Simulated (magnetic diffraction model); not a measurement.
# Magnetic neutron pattern of Y₃TmMn₈

Space group Cm (no. 8), a = 8.8910 Å, b = 5.3680 Å, c = 8.4690 Å, β = 93.65°.

```csv
site,atom,x,y,z
2a,Tm,0.6742,0,0.5558
2a,Y,0.6622,0,0.9409
2a,Y,0.3303,0,0.0636
2a,Y,0.3335,0,0.4345
4b,Mn,0.5837,0.7469,0.2428
2a,Mn,0.8332,0,0.2536
4b,Mn,0.4107,0.2658,0.7573
2a,Mn,0.1678,0,0.7486
2a,Mn,0.9993,0,0.0054
2a,Mn,0.0054,0,0.4995
```

This is a made-up structure (elements placed in a structure type, unrelaxed), so the numbers test the method and describe no known phase.

Only Tm is taken to order (form factors of Tm3+); orders and moment sizes are assumed, and not adapted to the symmetry. Radiation: neutrons of λ = 1.8 Å, 8° to 35°; isotropic B of 0.29 Å² (Tm), 0.45 Å² (Y) and 0.39 Å² (Mn). Simulated constant-wavelength pattern: nuclear and magnetic terms add, the magnetic one as |2.695 fm × Σ f S⊥ exp(2πi Q·r) exp(−B s²)|², summed over all Q at one angle with the factor 1/(sin²θ cos θ). For collinear order S is the moment m, which repeats by lattice and centring translations R with the sign exp(−2πi k·R). Free-ion form factors, Sears's scattering lengths of 1992, no absorption; a label names one of the reflections at its angle. The strongest nuclear line in the range is 100, and lines under 0.2 are left out.

Assume the order k = (0 0 0), collinear moments along [010], 4.9 μB on Tm.

Predict the pattern, nuclear and magnetic parts apart.

```csv
2θ (°),index,nuclear,magnetic
12.23,(0 0 1),0.1,39.7
22.60,(1 1 0),100.0,6.0
23.41,(2 0 0),44.4,10.4
24.59,(0 0 2),79.0,9.3
25.41,(1 1 -1),25.8,7.3
25.77,(2 0 -1),15.0,8.4
26.13,(1 1 1),28.4,7.4
27.19,(2 0 1),13.1,7.5
33.07,(1 1 -2),12.5,6.4
33.07,(2 0 -2),10.4,4.9
34.21,(1 1 2),11.9,6.2
```

The strongest magnetic line in the range is (0 0 1) at 12.23° (39.7). On top of the Lorentz factor, which all lines share, magnetic lines fade with angle because f falls: for Tm3+ it is 0.97, 0.87, 0.75 and 0.49 at sin θ/λ = 0.1, 0.2, 0.3 and 0.5 Å⁻¹, while nuclear lengths stay constant. The net moment is 4.90 μB a primitive cell.

[Logs are printed without paths, hosts, clocks, repeated set-up lines and the standing remarks that a program may print on its own settings, such as how far it seeks lower states.]
